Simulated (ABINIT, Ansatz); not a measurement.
# Sr2AlSbO6 (Fm-3m): G0W0 with ABINIT, start to end, part 2 of 2

Aim: the G0W0 gap of Sr2AlSbO6 (Fm-3m) on LDA, step by step.

ABINIT 10.8.3; LDA and many-body steps on it, plane waves. Known limits of the many-body steps: not at the basis limit; no spin-orbit coupling; coarse k mesh.

So far. Step 2 (Ground state): The gap is direct, at Γ. Step 3 (Empty states on the mesh, 2×2×2 mesh, 110 bands): On this mesh the gap is 1.771 eV.

## Step 4: Screening, 2×2×2 mesh, 100 bands, screening to 98 eV

The RPA dielectric matrix is built and inverted for each q.

This step: RPA screening on LDA, plane waves, norm-conserving pseudopotentials.

run.abi

```
acell 3*1.0 Angstrom
rprim 
  0.000000000000 3.928638000000 3.928638000000
  3.928638000000 0.000000000000 3.928638000000
  3.928638000000 3.928638000000 0.000000000000
ntypat 4
znucl 38 13 51 8
natom 10
typat 1 1 2 3 4 4 4 4 4 4
xred 
  0.250000000000 0.250000000000 0.250000000000
  0.750000000000 0.750000000000 0.750000000000
  0.000000000000 0.000000000000 0.000000000000
  0.500000000000 0.500000000000 0.500000000000
  0.753917000000 0.246083000000 0.246083000000
  0.246083000000 0.753917000000 0.753917000000
  0.246083000000 0.753917000000 0.246083000000
  0.753917000000 0.246083000000 0.753917000000
  0.246083000000 0.246083000000 0.753917000000
  0.753917000000 0.753917000000 0.246083000000
pp_dirpath "pseudos"
pseudos "Sr.upf, Al.upf, Sb.upf, O.upf"
ecut 42
ngkpt 2 2 2
nshiftk 1
shiftk 0 0 0
kptopt 1
chksymbreak 0
istwfk *1
occopt 1
irdwfk 1
optdriver 3
nband 100
ecuteps 3.6
inclvkb 2
awtr 1
symchi 1
indata_prefix "in"
outdata_prefix "out"
tmpdata_prefix "tmp"
```

Launch:

```bash
> OMP_NUM_THREADS=1 mpirun -n 4 abinit run.abi > log
```

Numbers of over 12 decimals in the logs are rounded to 6 here.

What it wrote:

```text
.Version 10.8.3 of ABINIT. v10.8.2 released Aug 2026.

 Symmetries : space group Fm -3 m (#225); Bravais cF (face-center cubic)
[... echo of the input left out ...]
== DATASET  1 ==================================================================
-   mpi_nproc: 4, omp_nthreads: 1 (-1 if OMP is not activated)

--- !DatasetInfo
iteration_state: {dtset: 1, }
dimensions: {natom: 10, nkpt: 3, mband: 100, nsppol: 1, nspinor: 1, nspden: 1, mpw: 10777, }
cutoff_energies: {ecut:  42.0, pawecutdg:  -1.0, }
electrons: {nelect:   8.20000000E+01, charge:   0.00000000E+00, occopt:   1.00000000E+00, tsmear:   1.00000000E-02, }

 SCREENING: Calculation of the susceptibility and dielectric matrices

 Based on a program developped by R.W. Godby, V. Olevano, G. Onida, and L. Reining.
 Incorporated in ABINIT by V. Olevano, G.-M. Rignanese, and M. Torrent.
.Using double precision arithmetic ; gwpc =  8

[... cell and pseudopotentials left out ...]
--------------------------------------------------------------------------------

 ==== K-mesh for the wavefunctions ====
 Number of points in the irreducible wedge :     3
[... list of points left out ...]
 Together with 48 symmetry operations and time-reversal symmetry
 yields     8 points in the full Brillouin Zone.

 ==== Q-mesh for the screening function ====
 Number of points in the irreducible wedge :     3
[... list of points left out ...]
 Together with 48 symmetry operations and time-reversal symmetry
 yields     8 points in the full Brillouin Zone.

 setmesh: FFT mesh size selected  =    40x   40x   40
          total number of points  =        64000

 vcoul_init : cutoff-mode = AUXILIARY_FUNCTION
 q-points for optical limit:   1
     1)      0.000010    0.000020    0.000030

- screening: taking advantage of time-reversal symmetry
- Maximum band index for partially occupied states nbvw = 41
- Remaining bands to be divided among processors   nbcw = 59
- Number of bands treated by each node ~14

 Number of electrons calculated from density =   82.0000; Expected =   82.0000
 average of density, n =  0.100198
 r_s =    1.3356
 omega_plasma =   30.5342 [eV]

 calculating chi0 at frequencies [eV] :
  1    0.000000E+00    0.000000E+00
  2    0.000000E+00    3.053418E+01

--------------------------------------------------------------------------------
  q-point number  1        q = ( 0.000000, 0.000000, 0.000000) [r.l.u.]
--------------------------------------------------------------------------------
[... chi0 elements left out ...]
 For q-point:  0.000010 0.000020 0.000030
  dielectric constant =   4.9282
  dielectric constant without local fields =   5.2955

  Average fulfillment of the sum rule on Im[epsilon] for q-point    1 :     32.80  [%]
[... wings left out ...]
  q-point number  2        q = ( 0.500000, 0.000000, 0.000000) [r.l.u.]
--------------------------------------------------------------------------------
[... chi0 elements left out ...]
  Average fulfillment of the sum rule on Im[epsilon] for q-point    2 :     40.10  [%]

 [... 1 further q-points ...]
```

It took 29 s on 4 MPI ranks of Arm Neoverse V2, shared host; peak memory 1.6 GiB.

This step gave:

```yaml
eps_infinity_with_local_fields_on_this_mesh_along_the_program_s_q_direction: 4.928
the_same_without_local_fields: 5.295
plasma_frequency: 30.53 eV
plane_waves_in_the_screening_matrix: 283
```

Local fields lower ε∞ by 7 %. On a Γ-centred mesh this coarse the value itself is usually too large, while a short band sum pulls it down.

## Step 5: Self-energy, 2×2×2 mesh, 100 bands, screening to 98 eV

The self-energy is evaluated for the states that the input lists, and the levels follow from it, in one-shot runs by the linearised quasiparticle equation.

This step: G0W0 on LDA, plane waves, norm-conserving pseudopotentials.

Changes to run.abi since step 4:

```diff
@@ -31,8 +31,15 @@
 irdwfk 1
-optdriver 3
+optdriver 4
 nband 100
+gwcalctyp 0
+ecutsigx 42
+symsigma 1
+nkptgw 1
+kptgw 
+  0.0000000000 0.0000000000 0.0000000000
+bdgw 
+  39 44
 ecuteps 3.6
-inclvkb 2
-awtr 1
-symchi 1
+irdscr 1
+ppmodel 1
 indata_prefix "in"
```

What it wrote:

```text
.Version 10.8.3 of ABINIT. v10.8.2 released Aug 2026.

 Symmetries : space group Fm -3 m (#225); Bravais cF (face-center cubic)
[... echo of the input left out ...]
== DATASET  1 ==================================================================
-   mpi_nproc: 4, omp_nthreads: 1 (-1 if OMP is not activated)

--- !DatasetInfo
iteration_state: {dtset: 1, }
dimensions: {natom: 10, nkpt: 3, mband: 100, nsppol: 1, nspinor: 1, nspden: 1, mpw: 10777, }
cutoff_energies: {ecut:  42.0, pawecutdg:  -1.0, }
electrons: {nelect:   8.20000000E+01, charge:   0.00000000E+00, occopt:   1.00000000E+00, tsmear:   1.00000000E-02, }

 SIGMA: Calculation of the GW corrections

 Based on a program developped by R.W. Godby, V. Olevano, G. Onida, and L. Reining.
 Incorporated in ABINIT by V. Olevano, G.-M. Rignanese, and M. Torrent.
.Using double precision arithmetic ; gwpc =  8

[... cell and pseudopotentials left out ...]
--------------------------------------------------------------------------------

 ==== K-mesh for the wavefunctions ====
 Number of points in the irreducible wedge :     3
[... list of points left out ...]
 Together with 48 symmetry operations and time-reversal symmetry
 yields     8 points in the full Brillouin Zone.

 ==== Q-mesh for screening function ====
 Number of points in the irreducible wedge :     3
[... list of points left out ...]
 Together with 48 symmetry operations and time-reversal symmetry
 yields     8 points in the full Brillouin Zone.

 vcoul_init : cutoff-mode = AUXILIARY_FUNCTION
 q-points for optical limit:   1
     1)      0.000010    0.000020    0.000030
 setmesh: FFT mesh size selected  =    64x   64x   64
          total number of points  =       262144

 Number of electrons calculated from density =   82.0000; Expected =   82.0000
 average of density, n =  0.100198
 r_s =    1.3356
 omega_plasma =   30.5342 [eV]

 === KS Band Gaps ===
  >>>> For spin  1
   Minimum direct gap =   1.7713 [eV], located at k-point      :   0.0000  0.0000  0.0000
   Fundamental gap    =   1.7713 [eV], Top of valence bands at :   0.0000  0.0000  0.0000
                                       Bottom of conduction at :   0.0000  0.0000  0.0000
 SIGMA fundamental parameters:
 PLASMON POLE MODEL  1
 number of plane-waves for SigmaX                10777
 number of plane-waves for SigmaC and W            283
 number of plane-waves for wavefunctions         10777
 number of bands                                   100
 number of independent spin polarizations            1
 number of spinorial components                      1
 number of k-points in IBZ                           3
 number of q-points in IBZ                           3
 number of symmetry operations                      48
 number of k-points in BZ                            8
 number of q-points in BZ                            8
 number of frequencies for dSigma/dE                 9
 frequency step for dSigma/dE [eV]                0.25
 number of omega for Sigma on real axis              0
 max omega for Sigma on real axis  [eV]           0.00
 zcut for avoiding poles [eV]                     0.10

 EPSILON^-1 parameters (SCR file):
 dimension of the eps^-1 matrix on file            283
 dimension of the eps^-1 matrix used               283
 number of plane-waves for wavefunctions         10777
 number of bands                                   100
 number of q-points in IBZ                           3
 number of frequencies                               2
 number of real frequencies                          1
 number of imag frequencies                          1

 matrix elements of self-energy operator (all in [eV])

 Perturbative Calculation

--- !SelfEnergy_ee
iteration_state: {dtset: 1, }
kpoint     : [   0.000,    0.000,    0.000, ]
spin       : 1
KS_gap     :    1.771
QP_gap     :    3.947
Delta_QP_KS:    2.175
data: !SigmaeeData |
     Band     E0 <VxcDFT>   SigX SigC(E0)      Z dSigC/dE  Sig(E)    E-E0       E
       39   6.792 -20.022 -25.195   5.190   0.793  -0.261 -20.009   0.013   6.805
       40   6.792 -20.022 -25.195   5.190   0.793  -0.261 -20.009   0.013   6.805
       41   6.792 -20.022 -25.195   5.190   0.793  -0.261 -20.009   0.013   6.805
       42   8.563 -16.994 -12.134  -2.257   0.841  -0.190 -14.806   2.189  10.752
       43  12.062 -10.970  -5.362  -3.183   0.868  -0.153  -8.866   2.104  14.166
       44  12.062 -10.970  -5.362  -3.183   0.868  -0.153  -8.866   2.104  14.166

== END DATASET(S) ==============================================================
================================================================================

 -outvars: echo values of variables after computation  --------
           etotal      0.0000000000E+00
            nband         100
             nkpt           3
          spgroup         225
 [... the other variables as echoed above ...]

 Calculation completed.
```

Run time: 6 s. Hardware: 4 MPI ranks; peak memory 0.4 GiB.

Numbers from this step:

* G0W0 gap on the points computed: 3.947 eV
* starting gap on the mesh: 1.771 eV
* k of the valence top: 0, 0, 0
* k of the conduction bottom: 0, 0, 0
* Z at the valence top: 0.793
* Z at the conduction bottom: 0.841
* least direct G0W0 gap on the computed points: 3.947 eV

The gap on the mesh goes from 1.77 eV to 3.95 eV, a correction of +2.18 eV.

Limits: finite bands, cutoff and mesh; no spin-orbit coupling; coarse k mesh. v1 is the top filled band, c1 the lowest empty one. Levels before and after the correction, in eV, zero at the valence-band top of each column:

```csv
,conduction bottom,valence top
Kohn-Sham,1.77,0.00
G0W0,3.95,0.00
```

```csv
,level,energy (eV)
Kohn-Sham,Γ v3-v1,0.000
Kohn-Sham,Γ c1,1.771
Kohn-Sham,Γ c2-c3,5.271
G0W0,Γ v3-v1,0.000
G0W0,Γ c1,3.947
G0W0,Γ c2-c3,7.361
```

## Step 6: Where the time went

Times are wall times on 4 MPI ranks of Arm Neoverse V2, shared host, good to a factor of about two.

```csv
step,time,share,memory (GiB)
ground state,56 s,43 %,0.55
empty states on the mesh,39 s,30 %,0.44
screening,29 s,22 %,1.6
self-energy,6 s,5 %,0.4
```

## Step 7: What came out

- LDA gap: 1.77 eV, direct
- G0W0 gap on the mesh: 3.95 eV
- GW settings: 2×2×2 mesh, 100 bands, screening to 98 eV, Godby-Needs plasmon pole
- known limits: not at the basis limit; no spin-orbit coupling; coarse k mesh

**Reading.** G0W0 moves the gap on the mesh from 1.77 eV to 3.95 eV (+2.18 eV), with Z of 0.79 and 0.84 at the edges. Local fields lower the RPA ε∞ on this mesh from 5.30 to 4.93; a Γ-centred mesh this coarse tends to raise both, most where the direct gap is narrow, while a short band sum lowers them. Only 1 of the mesh's irreducible points was corrected, so a valley elsewhere could overtake. Bands and cutoff are finite, so the gap is not at the basis limit. The miss can reach some tenths of an eV and take either sign; the mesh is an error of its own. In the G0W0 run levels were corrected at 1 k point alone, so a gap called «on the mesh» is the least over those, and an edge elsewhere would be missed. The 2×2×2 mesh is coarse for this cell, which bears on the long-range parts of exchange and screening. The many-body steps are scalar-relativistic: spin-orbit coupling is not in them.

[Paths, hosts, dates, memory and timing lines, banners, echoed tables and standing remarks are left out of the program output.]

[Logs are printed without paths, hosts, clocks, repeated set-up lines and the standing remarks that a program may print on its own settings, such as how far it seeks lower states.]

[Runs of the session that timed out or met a known fault of the program may be left out.]

[Hosts, paths, dates, database ids (printed as entryN), source tags and the programs' standing remarks are cut or masked in the printed files.]

[G0W0 gaps are taken among the corrected bands and points alone; a level outside them can change the order at an edge.]

[Where Ansatz stands beside ABINIT at settings called matched, ABINIT's density can come from a denser mesh and the files from another edition; pairs whose starting gaps differed by over 0.03 eV were left out, so agreement reads better than it is.]
